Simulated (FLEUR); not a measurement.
# Calculated records

```
MnGaGe: parallel and opposed starts
1.0
     3.94596    0.00000    0.00000
     0.00000    3.94596    0.00000
     0.00000    0.00000    5.91088
Mn Ga Ge
2 2 2
Direct
  0.00000 0.00000 0.00000
  0.50000 0.50000 0.00000
  0.00000 0.50000 0.70377
  0.50000 0.00000 0.29623
  0.00000 0.50000 0.28095
  0.50000 0.00000 0.71905
# method: PBEsol; all-electron FLAPW, Dirac cores, scalar-relativistic bands
# program: FLEUR MaX-R8.1
# settings of one run: kmax 3.6 1/bohr, gmax 10.8 1/bohr, muffin tin radii Mn: 2.45, Ga: 2.3, Ge: 2.3 bohr, lmax Mn: [10, 8], Ga: [8, 6], Ge: [8, 6], hist occupations, smearing width 0.03 eV, mixer Anderson, mixing 0.05, max iterations 90, stop 2.00e-5 me/bohr³, collinear spin, 8×8×8 k-mesh, mesh matched on, starting moments 3.5 3.5 0 0 0 0 μB
# cost: 3 runs, 4.6 min in all on 4 MPI ranks of Intel Xeon 6975P-C (Granite Rapids), shared host (the runs of this entry)
# notes: The run is spin-polarised, with a total moment of 4.39 μB a cell. Only 3 starts were tried; other patterns of signs, canted and longer-period orders were not.
# lowest state found: ferromagnetic (initial ferro ++)
# largest site spin moment: 2.31 μB
# next finished state: antiferromagnetic, 84.1 meV a seeded atom higher
# energy gained by spin polarisation: 379 meV a seeded atom
```

[Logs and program files are shortened in this print: banners, set-up blocks, solver, clock and traceback lines can be left out without a mark of their own.]

[Logs are printed without paths, hosts, clocks, repeated set-up lines and the standing remarks that a program may print on its own settings, such as how far it seeks lower states.]

[Hosts, paths, dates, database ids (printed as entryN), source tags and the programs' standing remarks are cut or masked in the printed files.]

[Where a cell is said to come from a database of computed structures, the database is the Materials Project.]
